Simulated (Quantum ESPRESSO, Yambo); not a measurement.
## BaTiO3 (P4mm): G0W0 in Yambo against the bands

How does the gap of BaTiO3 (P4mm) converge in the bands?

Method: PBE and many-body steps on it, plane waves, in Yambo 5.3.0.

The database entry behind the starting cell differs from later determinations by our own check (c/a about 0.6 % short), so it need not match the best structure at ambient conditions.

## Step 1: Starting point

Symmetry: P4mm, No. 99, tetragonal system. Conventional cell: a = 4.000 Å, b = 4.000 Å, c = 4.018 Å, α = 90.00°, β = 90.00°, γ = 90.00°. Nearest to Ba lie 12 O at 2.79 to 2.88 Å. Ti has 6 O at 1.84 to 2.18 Å nearest. Nearest to O lie 2 Ti at 1.84 to 2.18 Å and 4 Ba at 2.83 Å. O has 2 Ti at 2.00 Å and 4 Ba at 2.79 to 2.88 Å nearest. Farther neighbours and most contacts between anions are not listed.

Structure file:

```xyz
5
Lattice="3.9998 0.0000 0.0000 0.0000 3.9998 0.0000 0.0000 0.0000 4.0180" Properties=species:S:1:pos:R:3 pbc="T T T"
Ba    0.0000    0.0000   -0.0005
Ti    1.9999    1.9999    1.9452
O     1.9999    1.9999    0.1038
O     1.9999    0.0000    2.0756
O     0.0000    1.9999    2.0756
```

Geometry: measured (diffraction); atoms relaxed with PBE. The runs that relaxed it are not among those shown. Spin-orbit coupling is left out unless a step names it.

## Step 2: 35 bands

This step: Yambo 5.3.0; G0W0 on PBE, plane waves, norm-conserving pseudopotentials.

G0W0 replaces the xc potential by the self-energy, built once from these orbitals. Only a window of levels is corrected, while the sums run over the empty bands that the input names.

gw1.in

```
HF_and_locXC
gw0
dyson
ppa
em1d
rim_cut
RandQpts= 1000000
RandGvec= 1 RL
EXXRLvcs= 76 Ry
VXCRLvcs= 304 Ry
Chimod= "HARTREE"
% BndsRnXp
 1 | 35 |
%
NGsBlkXp= 9 Ry
% LongDrXp
 1 | 1 | 1 |
%
% GbndRnge
 1 | 35 |
%
DysSolver= "n"
ExtendOut
PPAPntXp= 27.21138 eV
% QPkrange
 18 | 18 | 19 | 22 |
 1 | 1 | 19 | 22 |
%
```

Run with:

```console
> OMP_NUM_THREADS=1 mpirun -n 8 yambo -F gw1.in -J gw1 -C gw1 > gw1.log
```

The program printed:

```text
 Yambo, version 5.3.0

 [02] CORE Variables Setup
 =========================

  [... cell, symmetries and grids as in the set-up ...]

  [02.05] Energies & Occupations
  ==============================

  [X] === General ===
  [X] Electronic Temperature                        :  0.000000  0.000000 [eV K]
  [X] Bosonic    Temperature                        :  0.000000  0.000000 [eV K]
  [X] Finite Temperature mode                       : no
  [X] El. density                                   :  0.62226E+24 [cm-3]
  [X] Fermi Level                                   :  10.43131 [eV]

  [X] === Gaps and Widths ===
  [X] Conduction Band Min                           :  1.850205 [eV]
  [X] Valence Band Max                              :  0.000000 [eV]
  [X] Filled Bands                                  :  20
  [X] Empty Bands                                   :   21  288
  [X] Direct Gap                                    :  2.204932 [eV]
  [X] Direct Gap localized at k                     :  1
  [X] Indirect Gap                                  :  1.850205 [eV]
  [X] Indirect Gap between kpts                     :  18   1
  [X] Last valence band width                       :  0.943506 [eV]
  [X] 1st conduction band width                     :  2.378868 [eV]

 [03] Transferred momenta grid and indexing
 ==========================================

 IBZ Q-points                                      :  18
 BZ  Q-points                                      :   64

 K/Q-points units:
 rlu = crystal or reduced units; cc = cartesian coordinates; iku = interal k-units

 Q [ 1]         [rlu]:  0.000000  0.000000  0.000000
 Q [ 2]         [rlu]:  0.000000  0.000000  0.250000
 Q [ 3]         [rlu]:  0.000000  0.000000 -0.500000
 Q [ 4]         [rlu]:  0.000000  0.250000  0.000000
 Q [ 5]         [rlu]:  0.000000  0.250000  0.250000
 Q [ 6]         [rlu]:  0.000000  0.250000 -0.500000
 Q [ 7]         [rlu]:  0.000000 -0.500000  0.000000
 Q [ 8]         [rlu]:  0.000000 -0.500000  0.250000
 Q [ 9]         [rlu]:  0.000000 -0.500000 -0.500000
 Q [10]         [rlu]:  0.250000  0.250000  0.000000
     [... 6 further rows ...]
 Q [17]         [rlu]: -0.500000 -0.500000  0.250000
 Q [18]         [rlu]: -0.500000 -0.500000 -0.500000

 [04] Coloumb potential Random Integration (RIM)
 ===============================================

  [04.01] RIM initialization
  ==========================

  * Diagonal components only detected *

  8 x (sBL volume)        :  0.071477 [a.u.]
  sBZ random points       :  1000000
  Points outside the sBZ  :   7992674
  RL volume               :  0.571816 [a.u.]
  Integrated volume       :  0.572340 [a.u.]

  [04.02] RIM integrals
  =====================

  Gamma point sphere radius             :  0.075279 [a.u.]
  Points outside the sphere             :   799805
  [Int_sBZ(q=0) 1/q^2]*(Vol_sBZ)^(-1/3) =:  7.678263
                                 should be <:  7.795600

  Summary of Coulomb integrals for non-metallic bands |Q|[au] RIM/Bare

  Q [1] 0.100000E-4 0.984948 * Q [2] 0.206876 1.047531
  Q [4] 0.207818 1.051805 * Q [5] 0.293234 1.049190
  Q [10] 0.293899 1.050618 * Q [11] 0.359408 1.035725
  Q [3] 0.413753 1.019729 * Q [7] 0.415636 1.019337
  Q [6] 0.463012 1.018201 * Q [8] 0.464275 1.017296
  Q [13] 0.464695 1.017702 * Q [12] 0.507512 1.016101
  Q [14] 0.508664 1.015336 * Q [9] 0.586468 1.011933
  Q [16] 0.587797 1.011712 * Q [15] 0.622200 1.010847
  Q [17] 0.623140 1.010401 * Q [18] 0.718817 1.008389

 [WARNING] [Xp] User bands 1-35 break level degeneracy

 [05] Dipoles
 ============

  [05.01] Setup: observables and procedures
  =========================================

  [WARNING] [x,Vnl] slows the Dipoles computation. To neglect it rename the ns.kb_pp file

 [06] Dynamic Dielectric Matrix (PPA)
 ====================================

 [SLK-Inversion]  Pools        :  2
 [SLK-Inversion]  BLACS grid   :  2  2

 [WR./gw1//ndb.pp]---------------------------------------------------------------
[...]
X matrix size                                    :  219
  X band range                                     :    1   35
  X e/h energy range                               : -1.000000 -1.000000 [eV]
  X Time ordering                                  : R
  X Hxc Kernel                                     : HARTREE
  X Drude frequency                                :  0.000000  0.000000
  X poles                                          :  100.0000 [o/o]
  RL vectors in the sum                            :   5983
  [r,Vnl] included                                 : yes
  Field direction                                  :  0.577350E-5  0.577350E-5  0.577350E-5
  BZ energy Double Grid                            : no
  BZ energy DbGd points                            : 0
  BZ Q point size factor                           : -1.000000
  X Optical Averaged directions                    : none

 [07] Local Exchange-Correlation + Non-Local Fock
 ================================================

 [VXC] Plane waves :   38811
 [EXS] Plane waves :   4945

 QP @ state[ 1 ] K range:  1  1
 QP @ state[ 1 ] b range:  19  22
 QP @ state[ 2 ] K range:  18  18
 QP @ state[ 2 ] b range:  19  22

 [xc] Functional : Perdew, Burke & Ernzerhof(X)+Perdew, Burke & Ernzerhof(C)
 [xc] LIBXC used to calculate xc functional
  PP Number of Atomic Species                      :  3
  NLCC RL compoments                               :   38811
  PP Number of Atomic Species                      :  3
  NLCC RL compoments                               :   38811

 [xc] E_xc :  -21.67308 [Ha]
      E_xc :  -43.34616 [Ry]

  Local XC kind (lXC) : Perdew, Burke & Ernzerhof(X)+Perdew, Burke & Ernzerhof(C)
  Non-Local XC kind (nlXC) : Hartree-Fock

  Corrections @ K [1] :  [eV]
 <19|nlXC|19> = -24.42561 -0.24050E-17 <19|lXC|19> = -20.00122 -0.28323E-15
 <20|nlXC|20> = -24.42567  0.52317E-17 <20|lXC|20> = -20.00122  0.94408E-16
 <21|nlXC|21> = -11.39148  0.25876E-18 <21|lXC|21> = -18.77100  0.000000
 <22|nlXC|22> = -12.08402  0.25420E-17 <22|lXC|22> = -19.06976 -0.18882E-15

  Corrections @ K [18] :  [eV]
 <19|nlXC|19> = -24.90128 -0.64496E-17 <19|lXC|19> = -19.95988 -0.75527E-15
 <20|nlXC|20> = -24.94196 -0.10789E-17 <20|lXC|20> = -19.98796  0.18882E-15
 <21|nlXC|21> = -13.10356 -0.41067E-18 <21|lXC|21> = -21.85309 -0.11329E-14
 <22|nlXC|22> = -13.22406  0.28686E-18 <22|lXC|22> = -21.87102  0.18882E-15

  [07.01] Hartree-Fock occupations report
  =======================================

  [Hartree-Fock] === General ===
  [Hartree-Fock] Electronic Temperature             :  0.000000  0.000000 [eV K]
  [Hartree-Fock] Bosonic    Temperature             :  0.000000  0.000000 [eV K]
  [Hartree-Fock] Finite Temperature mode            : no
  [Hartree-Fock] El. density                        :  0.62226E+24 [cm-3]
  [Hartree-Fock] Fermi Level                        :  10.43131 [eV]

  [Hartree-Fock] === Gaps and Widths ===
  [Hartree-Fock] Conduction Band Min                :  1.924932 [eV]
  [Hartree-Fock] Valence Band Max                   : -0.036874 [eV]
  [Hartree-Fock] Filled Bands                       :  20
  [Hartree-Fock] Empty Bands                        :   21  288
  [Hartree-Fock] Direct Gap                         :  2.461320 [eV]
  [Hartree-Fock] Direct Gap localized at k          :  2
  [Hartree-Fock] Indirect Gap                       :  1.961806 [eV]
  [Hartree-Fock] Indirect Gap between kpts          :  17   2
  [Hartree-Fock] Last valence band width            :  4.917121 [eV]
  [Hartree-Fock] 1st conduction band width          :  11.05368 [eV]

 [08] Dyson equation: Newton solver
 ==================================

  [08.01] G0W0 (W PPA)
  ====================

  [  GW  ] Bands range     :    1   35
  [GW/PPA] G damping       :  0.100000 [eV]

  QP @ state[ 1 ] K range:  1  1
  QP @ state[ 1 ] b range:  19  22
  QP @ state[ 2 ] K range:  18  18
  QP @ state[ 2 ] b range:  19  22

   Sc/G bands                                       :    1   35
   Sc/G damping                                     :  0.100000 ev
   Sc bands terminator                              : no
   Sx RL components                                 :   4945

   QP @ state[ 1 ] K range                          :  1  1
   QP @ state[ 1 ] b range                          :  19  22
   QP @ state[ 2 ] K range                          :  18  18
   QP @ state[ 2 ] b range                          :  19  22
   GF energies kind                                 : Perdew, Burke & Ernzerhof(X)+Perdew, Burke & Ernzerhof(C)
   GF WF`s kind                                     : Perdew, Burke & Ernzerhof(X)+Perdew, Burke & Ernzerhof(C)
   Xs energies kind                                 : Perdew, Burke & Ernzerhof(X)+Perdew, Burke & Ernzerhof(C)
   Xs WF`s kind                                     : Perdew, Burke & Ernzerhof(X)+Perdew, Burke & Ernzerhof(C)

 [11] Game Over & Game summary
```

Run time: 25 s. Hardware: 8 MPI ranks of Arm Neoverse V2, shared host; peak memory 4.3 GiB.

This step gave:

| Property | Result |
| --- | --- |
| G0W0 gap on the points computed | 3.557 eV |
| starting gap on the mesh | 1.850 eV |
| k of the valence top | -0.5, -0.5, -0.5 |
| k of the conduction bottom | 0, 0, 0 |
| least direct G0W0 gap on the computed points | 3.917 eV |
| Z at the valence top | 0.7418 |
| Z at the conduction bottom | 0.7638 |

The gap on the mesh goes from 1.85 eV to 3.56 eV, a correction of +1.71 eV.

## Step 3: 53 bands

gw2.in, as its differences from gw1.in of step 2:

```diff
@@ -12,3 +12,3 @@
 % BndsRnXp
- 1 | 35 |
+ 1 | 53 |
 %
@@ -19,3 +19,3 @@
 % GbndRnge
- 1 | 35 |
+ 1 | 53 |
 %
```

Run with:

```console
> OMP_NUM_THREADS=1 mpirun -n 8 yambo -F gw2.in -J gw2 -C gw2 > gw2.log
```

The program printed:

```text
 Yambo, version 5.3.0

 [02] CORE Variables Setup
 =========================

  [... cell, symmetries and grids as in the set-up ...]

  [02.05] Energies & Occupations
  ==============================

  [X] === General ===
  [X] Electronic Temperature                        :  0.000000  0.000000 [eV K]
  [X] Bosonic    Temperature                        :  0.000000  0.000000 [eV K]
  [X] Finite Temperature mode                       : no
  [X] El. density                                   :  0.62226E+24 [cm-3]
  [X] Fermi Level                                   :  10.43131 [eV]

  [X] === Gaps and Widths ===
  [X] Conduction Band Min                           :  1.850205 [eV]
  [X] Valence Band Max                              :  0.000000 [eV]
  [X] Filled Bands                                  :  20
  [X] Empty Bands                                   :   21  288
  [X] Direct Gap                                    :  2.204932 [eV]
  [X] Direct Gap localized at k                     :  1
  [X] Indirect Gap                                  :  1.850205 [eV]
  [X] Indirect Gap between kpts                     :  18   1
  [X] Last valence band width                       :  0.943506 [eV]
  [X] 1st conduction band width                     :  2.378868 [eV]

 [03] Transferred momenta grid and indexing
 ==========================================

 IBZ Q-points                                      :  18
 BZ  Q-points                                      :   64

 K/Q-points units:
 rlu = crystal or reduced units; cc = cartesian coordinates; iku = interal k-units

 Q [ 1]         [rlu]:  0.000000  0.000000  0.000000
 Q [ 2]         [rlu]:  0.000000  0.000000  0.250000
 Q [ 3]         [rlu]:  0.000000  0.000000 -0.500000
[...]
[Hartree-Fock] El. density                        :  0.62226E+24 [cm-3]
  [Hartree-Fock] Fermi Level                        :  10.43131 [eV]

  [Hartree-Fock] === Gaps and Widths ===
  [Hartree-Fock] Conduction Band Min                :  1.924932 [eV]
  [Hartree-Fock] Valence Band Max                   : -0.036874 [eV]
  [Hartree-Fock] Filled Bands                       :  20
  [Hartree-Fock] Empty Bands                        :   21  288
  [Hartree-Fock] Direct Gap                         :  2.461320 [eV]
  [Hartree-Fock] Direct Gap localized at k          :  2
  [Hartree-Fock] Indirect Gap                       :  1.961806 [eV]
  [Hartree-Fock] Indirect Gap between kpts          :  17   2
  [Hartree-Fock] Last valence band width            :  4.917121 [eV]
  [Hartree-Fock] 1st conduction band width          :  11.05368 [eV]

 [08] Dyson equation: Newton solver
 ==================================

  [08.01] G0W0 (W PPA)
  ====================

  [  GW  ] Bands range     :    1   53
  [GW/PPA] G damping       :  0.100000 [eV]

  QP @ state[ 1 ] K range:  1  1
  QP @ state[ 1 ] b range:  19  22
  QP @ state[ 2 ] K range:  18  18
  QP @ state[ 2 ] b range:  19  22

   Sc/G bands                                       :    1   53
   Sc/G damping                                     :  0.100000 ev
   Sc bands terminator                              : no
   Sx RL components                                 :   4945

   QP @ state[ 1 ] K range                          :  1  1
   QP @ state[ 1 ] b range                          :  19  22
   QP @ state[ 2 ] K range                          :  18  18
   QP @ state[ 2 ] b range                          :  19  22
   GF energies kind                                 : Perdew, Burke & Ernzerhof(X)+Perdew, Burke & Ernzerhof(C)
   GF WF`s kind                                     : Perdew, Burke & Ernzerhof(X)+Perdew, Burke & Ernzerhof(C)
   Xs energies kind                                 : Perdew, Burke & Ernzerhof(X)+Perdew, Burke & Ernzerhof(C)
   Xs WF`s kind                                     : Perdew, Burke & Ernzerhof(X)+Perdew, Burke & Ernzerhof(C)

 [11] Game Over & Game summary
```

It took 43 s on 8 MPI ranks; peak memory 4.2 GiB.

Numbers from this step:

```
G0W0 gap on the points computed              : 3.394 eV
starting gap on the mesh                     : 1.850 eV
k of the valence top                         : -0.5, -0.5, -0.5
k of the conduction bottom                   : 0, 0, 0
least direct G0W0 gap on the computed points : 3.748 eV
Z at the valence top                         : 0.7565
Z at the conduction bottom                   : 0.7748
```

Against the run before, the gap moves by −0.163 eV.

## Step 4: 87 bands

gw3.in, as its differences from gw2.in of step 3:

```diff
@@ -12,3 +12,3 @@
 % BndsRnXp
- 1 | 53 |
+ 1 | 87 |
 %
@@ -19,3 +19,3 @@
 % GbndRnge
- 1 | 53 |
+ 1 | 87 |
 %
```

Run with:

```console
> OMP_NUM_THREADS=1 mpirun -n 8 yambo -F gw3.in -J gw3 -C gw3 > gw3.log
```

The program printed:

```text
 Yambo, version 5.3.0

 [02] CORE Variables Setup
 =========================

  [... cell, symmetries and grids as in the set-up ...]

  [02.05] Energies & Occupations
  ==============================

  [X] === General ===
  [X] Electronic Temperature                        :  0.000000  0.000000 [eV K]
  [X] Bosonic    Temperature                        :  0.000000  0.000000 [eV K]
  [X] Finite Temperature mode                       : no
  [X] El. density                                   :  0.62226E+24 [cm-3]
[...]
QP @ state[ 1 ] b range                          :  19  22
   QP @ state[ 2 ] K range                          :  18  18
   QP @ state[ 2 ] b range                          :  19  22
   GF energies kind                                 : Perdew, Burke & Ernzerhof(X)+Perdew, Burke & Ernzerhof(C)
   GF WF`s kind                                     : Perdew, Burke & Ernzerhof(X)+Perdew, Burke & Ernzerhof(C)
   Xs energies kind                                 : Perdew, Burke & Ernzerhof(X)+Perdew, Burke & Ernzerhof(C)
   Xs WF`s kind                                     : Perdew, Burke & Ernzerhof(X)+Perdew, Burke & Ernzerhof(C)

 [11] Game Over & Game summary
```

Elapsed: 78 s, on 8 MPI ranks; peak memory 4.3 GiB; 10 min of CPU time.

This step gave:

```
G0W0 gap on the points computed              : 3.361 eV
starting gap on the mesh                     : 1.850 eV
k of the valence top                         : -0.5, -0.5, -0.5
k of the conduction bottom                   : 0, 0, 0
least direct G0W0 gap on the computed points : 3.730 eV
```

Against the run before, the gap moves by −0.033 eV.

(Part 1 of 2 ends here.)

[Paths, hosts, dates, memory and timing lines, banners, echoed tables and standing remarks are left out of the program output.]

[Logs are printed without paths, hosts, clocks, repeated set-up lines and the standing remarks that a program may print on its own settings, such as how far it seeks lower states.]

[Runs of the session that timed out or met a known fault of the program may be left out.]

[Hosts, paths, dates, database ids (printed as entryN), source tags and the programs' standing remarks are cut or masked in the printed files.]
